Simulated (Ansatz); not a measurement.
# W chain started as a strip of triangles: period, moment and channels by functional, part 4 of 4

Aim: how far do the period, the moment and the conductance of the W chain started as a strip of triangles depend on the functional, the datasets and spin-orbit coupling, and at what cost?

Ansatz 0.2.0; DFT PBE, plane waves, PAW; relaxation of a chain's period (the session's first sound run).

So far. Step 11 (The relaxed wire, cutoff 1290 eV): The cell's length comes to 2.981 Å, +0.1 % against the first run, with no moment. Step 12 (The relaxed wire): The cell's length comes to 2.978 Å, +0.0 % against the first run, with spin left out.

### 14. Two-component spinors

This step: DFT PBE, plane waves, fully relativistic PAW; channels of a perfect chain with spin-orbit coupling (Ansatz 0.2.0).

Spin-orbit coupling mixes the spins and splits bands that cross or touch without it, so it can open or close channels. Fully relativistic datasets take the place of the scalar ones. The window is narrow, since spinor matrices are twice as large.

input.yaml reads:

```yaml
crystal:
  lattice:
    - [9.0, 0.0, 0.0]
    - [0.0, 7.5, 0.0]
    - [0.0, 0.0, 2.9774650836]
  atoms:
    - { symbol: W, position: [0.402689519, 0.5, 0.0] }
    - { symbol: W, position: [0.597310481, 0.5, 0.5] }
kpoints:
  mp_grid: { grid: [1, 1, 27] }
  band_path: { path: ["Γ", Z], npoints: 60 }
scf:
  occupations: { method: fermi_dirac, width: 0.05 }
hamiltonian:
  xc: pbe
  pseudopotentials: { kind: paw_fr }
output:
  transmission:
    e_range: [-0.42, 0.42]
    de: 0.035
    kmesh: [1, 1]
    reduced_basis: false
    leads: [[0, 0]]
magnetization:
  noncollinear: true
  spin_orbit: true
```

Run with:

```console
> ansatz run input.yaml --threads 4 --pin off --max-ram 8192MiB --backend cpu --events-out ev --progress --plain --runs-dir out
```

Numbers of over 12 decimals in the logs are rounded to 6 here.

Output:

```text
[...]
non-collinear run that drives no moment, with spin-orbit: no starting moment large enough to seed its density (crystal.atoms[].spin), no starting occupations that ask for one, no magnetisation constraint and no magnetic field, so the semilocal B_xc is pinned to zero
Crystal: 2 atoms, lattice volume = 200.979 Å³
Basis set: ecut = 420 eV, 3879 PW (Γ)
Bands: 36, of which v1, the nominal top of the filled ones, is band 28 counted from 1 (27 counted from 0)
Symmetry: 8 space group operations + 8 with time reversal
[...]
k-points: 14 of 27
Projection manifold: j_resolved (fully-relativistic pseudo-atomic orbitals)
[...]
SCF iter   1: F=—  HF=-20814.558496 eV  |F-HF|=—  |Δ(HF+E_count)|=         —  Δρ=4.39e-2  dr2=1.22e1  dr2_m=0.00e0 (ungated)  ethr=3.10e-3  |M|=0.00e0 ∫|m|=0.00e0 μB  |m|>n=0.0e0 m-floor=0.0e0 τ_xc=0.0e0  β_m=0.30  ⟨swp⟩=8.9  Hψ=1375  notcnv=0
[...]
spin=Noncollinear: Resta preconditioning applied to the charge; magnetization (m_x, m_y, m_z) channels mix plain (no charge-response kernel on spin).
SCF iter   2: F=—  HF=-20812.294672 eV  |F-HF|=—  |Δ(HF+E_count)|=    2.26e0  Δρ=2.71e-2  dr2=4.40e0  dr2_m=0.00e0 (ungated)  ethr=3.10e-3  |M|=0.00e0 ∫|m|=0.00e0 μB  |m|>n=0.0e0 m-floor=0.0e0 τ_xc=0.0e0  β_m=0.87  ⟨swp⟩=3.6  Hψ=589  notcnv=0
[...]
spin=Noncollinear: LDOS preconditioning applied to the charge; magnetization (m_x, m_y, m_z) channels mix plain (no charge-response kernel on spin).
SCF iter   3: F=—  HF=-20811.256518 eV  |F-HF|=—  |Δ(HF+E_count)|=    1.04e0  Δρ=5.76e-3  dr2=1.04e-1  dr2_m=0.00e0 (ungated)  ethr=3.10e-3  |M|=0.00e0 ∫|m|=0.00e0 μB  |m|>n=0.0e0 m-floor=0.0e0 τ_xc=0.0e0  β_m=0.81  ⟨swp⟩=4.6  Hψ=743  notcnv=0
[...]
SCF iter   9: F=-20811.237939 eV  HF=-20811.237939 eV  |F-HF|=3.34e-9  |Δ(HF+E_count)|=   2.35e-7  Δρ=2.85e-6  dr2=2.32e-8  dr2_m=0.00e0 (ungated)  ethr=3.57e-10  |M|=0.00e0 ∫|m|=0.00e0 μB  |m|>n=0.0e0 m-floor=0.0e0 τ_xc=0.0e0  ⟨swp⟩=6.6  Hψ=955  notcnv=0
SCF 1 converged in 9 iterations: F = -20811.237939 eV  dr2 = 2.32e-8
[...]
transmission: 4 of 4 steps passed
SCF converged after 9 iterations
Magnetization: |M| = 0.0000 μB,  M = (+0.0000, +0.0000, +0.0000) μB
Absolute magnetization: 0.0000 μB (∫|m|)
  site 0: m = (+0.0000, +0.0000, +0.0000) μB, |m| = 0.0000 μB  (R = 0.95 Å)
  site 1: m = (+0.0000, +0.0000, +0.0000) μB, |m| = 0.0000 μB  (R = 0.95 Å)
Free energy (F): -20811.237939 eV
[...]
Internal energy: -20811.216326 eV  (E = F + TS)
E sigma→0 (E₀):  -20811.227133 eV
Entropy (-TS):   -0.021613 eV (-10.807 meV/atom)
Fermi energy:    0.369735 eV
[...]
--- Band table (eV; the first three rows and the last of 14) ---
  k-point 0: bands = [... 24 lower, -1.3569, -1.3569, -0.1396, -0.1396, 0.8887, 0.8887, 1.0135, 1.0135, ... 4 higher]
  k-point 1: bands = [... 24 lower, -1.3406, -1.3406, -0.0653, -0.0653, 0.6135, 0.6135, 1.2507, 1.2507, ... 4 higher]
  k-point 2: bands = [... 24 lower, -1.2919, -1.2919, 0.1087, 0.1087, 0.2832, 0.2832, 1.4538, 1.4538, ... 4 higher]
  k-point 13: bands = [... 24 lower, 0.3020, 0.3020, 0.4382, 0.4382, 1.2566, 1.2566, 1.3118, 1.3118, ... 4 higher]
--- Transmission ---
  basis      : 595 plane waves across, 4 finite elements along
  points     : 1, standing for a mesh of 1 x 1
[...]
crystal 0  : W2, at the sites [0, 0], period 2.9775 Å: whole cells are its period
[...]
filled         : 8.3 meV under the level at which it is neutral
    channels       : 8.000000e0 of both spins
[...]
```

Elapsed: 11 min, on 4 threads of Arm Neoverse V2, shared host; peak memory 5.3 GiB; 39 min of CPU time.

This step gave:

```
energy at zero smearing                                    : -20811.2271 eV
conductance of the lead as this run defines it             : 3.874 G₀
channels at the energy nearest the Fermi level, both spins : 8
```

The open channels of the lead, both spins by energy, zero at the Fermi level:

| energy (eV) | open channels of the lead, both spins |
| --- | --- |
| -0.420 | 8 |
| -0.385 | 8 |
| -0.350 | 8 |
| -0.315 | 8 |
| -0.245 | 8 |
| -0.210 | 4 |
| -0.175 | 4 |
| -0.140 | 4 |
| -0.105 | 8 |
| -0.070 | 8 |
| -0.035 | 8 |
| 0.000 | 8 |
| 0.035 | 8 |
| 0.070 | 8 |
| 0.105 | 4 |
| 0.140 | 4 |
| 0.175 | 4 |
| 0.210 | 4 |
| 0.245 | 4 |
| 0.315 | 4 |
| 0.350 | 4 |
| 0.385 | 4 |
| 0.420 | 4 |

The slowest values at each energy, most degenerate partners merged, listed up to 1.5 1/Å. Table of Im kz of the slowest decaying states by energy, zero at the Fermi level:

| energy (eV) | decay 1 (Å⁻¹) | decay 2 (Å⁻¹) | decay 3 (Å⁻¹) | decay 4 (Å⁻¹) |
| --- | --- | --- | --- | --- |
| -0.420 | 0.186 | 0.471 | 0.630 | 0.781 |
| -0.385 | 0.188 | 0.468 | 0.622 | 0.774 |
| -0.350 | 0.189 | 0.465 | 0.615 | 0.767 |
| -0.315 | 0.190 | 0.462 | 0.607 | 0.760 |
| -0.280 | 0.191 | 0.459 | 0.600 | 0.753 |
| -0.245 | 0.191 | 0.456 | 0.592 | 0.746 |
| -0.210 | 0.0133 | 0.192 | 0.452 | 0.584 |
| -0.175 | 0.0140 | 0.191 | 0.448 | 0.576 |
| -0.140 | 0.00525 | 0.191 | 0.445 | 0.568 |
| -0.105 | 0.190 | 0.441 | 0.560 | 0.717 |
| -0.070 | 0.189 | 0.436 | 0.552 | 0.709 |
| -0.035 | 0.188 | 0.432 | 0.544 | 0.701 |
| 0.000 | 0.186 | 0.427 | 0.535 | 0.694 |
| 0.035 | 0.184 | 0.423 | 0.526 | 0.686 |
| 0.070 | 0.182 | 0.418 | 0.518 | 0.678 |
| 0.105 | 0.0382 | 0.179 | 0.413 | 0.509 |
| 0.140 | 0.0540 | 0.176 | 0.407 | 0.500 |
| 0.175 | 0.0655 | 0.173 | 0.401 | 0.491 |
| 0.210 | 0.0747 | 0.170 | 0.396 | 0.481 |
| 0.245 | 0.0823 | 0.166 | 0.389 | 0.472 |
| 0.280 | 0.0887 | 0.161 | 0.383 | 0.462 |
| 0.315 | 0.0942 | 0.157 | 0.376 | 0.452 |
| 0.350 | 0.0988 | 0.151 | 0.369 | 0.442 |
| 0.385 | 0.103 | 0.145 | 0.362 | 0.431 |
| 0.420 | 0.106 | 0.139 | 0.354 | 0.421 |

Electronic bands along the path, in eV, zero at the Fermi level:

| point | band 25 | band 26 | band 27 | band 28 | band 29 | band 30 | band 31 | band 32 |
| --- | --- | --- | --- | --- | --- | --- | --- | --- |
| Γ | -1.73 | -1.73 | -0.51 | -0.51 | 0.52 | 0.52 | 0.64 | 0.64 |
| halfway | -1.67 | -1.67 | -1.05 | -1.05 | 0.77 | 0.77 | 1.01 | 1.01 |
| Z | 0.02 | 0.02 | 0.02 | 0.02 | 0.92 | 0.92 | 0.92 | 0.92 |

At the computed energy nearest the Fermi level there are 8 spinor channels, and the thermal average gives 3.87 G₀.

### 15. A varied input

This step: DFT PBE, plane waves, PAW; channels and complex bands of a perfect chain; changed: output.transmission.e_range = [-0.5, 0.5], output.transmission.de = 0.035, output.transmission.reduced_basis = false (Ansatz 0.2.0).

The atoms of the run on the perfect lead (PBE) are kept and the input is varied, to see whether the result depends on it. The ELF is not written this time.

input.yaml, the sections that differ from step 14:

```yaml
hamiltonian:
  xc: pbe
output:
  transmission:
    e_range: [-0.5, 0.5]
    de: 0.035
    kmesh: [1, 1]
    reduced_basis: false
    leads: [[0, 0]]
  dos: { projected: true, e_range: [-6, 4] }
  write_potential: true
  write_density: true
  volumetric_format: npy
# crystal, kpoints, scf: as in step 14
# magnetization: removed
```

Output:

```text
[...]
Crystal: 2 atoms, lattice volume = 200.979 Å³
Basis set: ecut = 420 eV, 3879 PW (Γ)
Bands: 18, of which v1, the nominal top of the filled ones, is band 14 counted from 1 (13 counted from 0)
Symmetry: 8 space group operations
[...]
k-points: 14 of 27
[...]
SCF iter   1: F=—  HF=-20762.076540 eV  |F-HF|=—  |Δ(HF+E_count)|=         —  Δρ=8.16e-3  dr2=1.17e-1  ethr=1.77e-3  ⟨swp⟩=5.9  Hψ=1214  notcnv=0
[...]
SCF iter   7: F=-20762.062013 eV  HF=-20762.062013 eV  |F-HF|=4.34e-8  |Δ(HF+E_count)|=   5.37e-7  Δρ=3.33e-6  dr2=2.42e-8  ethr=3.57e-10  ⟨swp⟩=6.0  Hψ=913  notcnv=0
SCF 1 converged in 7 iterations: F = -20762.062013 eV  dr2 = 2.42e-8
[...]
transmission: 4 of 4 steps passed
[...]
SCF converged after 7 iterations
Free energy (F): -20762.062013 eV
[...]
Internal energy: -20762.041191 eV  (E = F + TS)
E sigma→0 (E₀):  -20762.051602 eV
Entropy (-TS):   -0.020821 eV (-10.411 meV/atom)
Fermi energy:    0.384394 eV
[...]
--- Band table (eV; the first three rows and the last of 14) ---
  k-point 0: bands = [... 10 lower, -1.6280, -1.4373, -1.3490, -0.1224, 0.9077, 1.0760, 1.4645, 1.7362]
  k-point 1: bands = [... 10 lower, -1.6307, -1.5028, -1.3324, -0.0460, 0.6248, 1.3488, 1.4878, 1.7129]
  k-point 2: bands = [... 10 lower, -1.6611, -1.6401, -1.2831, 0.1436, 0.2685, 1.5576, 1.6508, 1.6753]
  k-point 13: bands = [... 10 lower, -2.1438, -1.9661, 0.3197, 0.4608, 1.2881, 1.3584, 2.3813, 2.5825]
--- Transmission ---
  basis      : 595 plane waves across, 4 finite elements along
  points     : 1, standing for a mesh of 1 x 1
[...]
crystal 0  : W2, at the sites [0, 0], period 2.9775 Å: whole cells are its period
[...]
filled         : 9.5 meV under the level at which it is neutral
    channels       : 4.000000e0 a spin
[...]
```

The job ended after 73 s (4 threads; peak memory 2.3 GiB; 4.5 min of CPU time).

Numbers from this step:

```
energy at zero smearing                        : -20762.0516 eV
conductance of the lead as this run defines it : 3.916 G₀
```

Open channels of the lead, one spin against energy, zero at the Fermi level:

| energy (eV) | open channels of the lead, one spin |
| --- | --- |
| -0.500 | 4 |
| -0.465 | 4 |
| -0.430 | 4 |
| -0.395 | 4 |
| -0.360 | 4 |
| -0.325 | 4 |
| -0.290 | 4 |
| -0.255 | 4 |
| -0.220 | 4 |
| -0.185 | 4 |
| -0.150 | 4 |
| -0.115 | 4 |
| -0.080 | 4 |
| -0.045 | 4 |
| -0.010 | 4 |
| 0.025 | 4 |
| 0.060 | 4 |
| 0.095 | 2 |
| 0.130 | 2 |
| 0.165 | 2 |
| 0.200 | 2 |
| 0.235 | 2 |
| 0.270 | 2 |
| 0.305 | 2 |
| 0.340 | 2 |
| 0.375 | 2 |
| 0.410 | 2 |
| 0.445 | 2 |
| 0.480 | 2 |

It took 73 s against 26 s for the run it varies, and the conductance is 3.92 G₀ against 3.92 G₀.

The channels at the energy nearest the Fermi level, one spin and conductance of the lead as this run defines it stay within 0.2 % plus 0.001 of the run it varies.

### 16. Results

* cell length, PBE: 2.977 Å
* cell length, RPBE: 3.001 Å
* cell length, PBEsol: 2.941 Å
* cell length, r2SCAN: 2.970 Å
* cell length, PBE, JTH files: 2.981 Å
* cell length, PBE, no spin: 2.978 Å
* conductance, PBE: 3.92 G₀
* conductance, RPBE: 3.85 G₀
* conductance, PBEsol: 3.96 G₀
* conductance, r2SCAN: 3.85 G₀
* conductance, with spin-orbit coupling: 3.87 G₀

In words: Under PBE the cell's length is 2.98 Å, no moment survives, and it is a metal with 4 channels a spin next to the Fermi level, 3.92 G₀ at 300 K (3.85 to 3.96 over the functionals). The cell's length spans 2.0 % over the functionals, shortest under PBEsol and longest under RPBE. A perfect wire passes every open channel, so the conductance counts half a G₀ for each forward-moving state at the Fermi level, spin by spin; the value here is no such multiple, since a band edge lies within the thermal window. At the relaxed period it forms two rows 1.75 Å apart, with 2.30 Å between atoms of unlike rows and 2.98 Å along a row: a zigzag. Transport is coherent and elastic here: the atoms are frozen, so scattering by vibrations plays no part.

[Logs are printed without paths, hosts, clocks, repeated set-up lines and the standing remarks that a program may print on its own settings, such as how far it seeks lower states.]

[Hosts, paths, dates, database ids (printed as entryN), source tags and the programs' standing remarks are cut or masked in the printed files.]
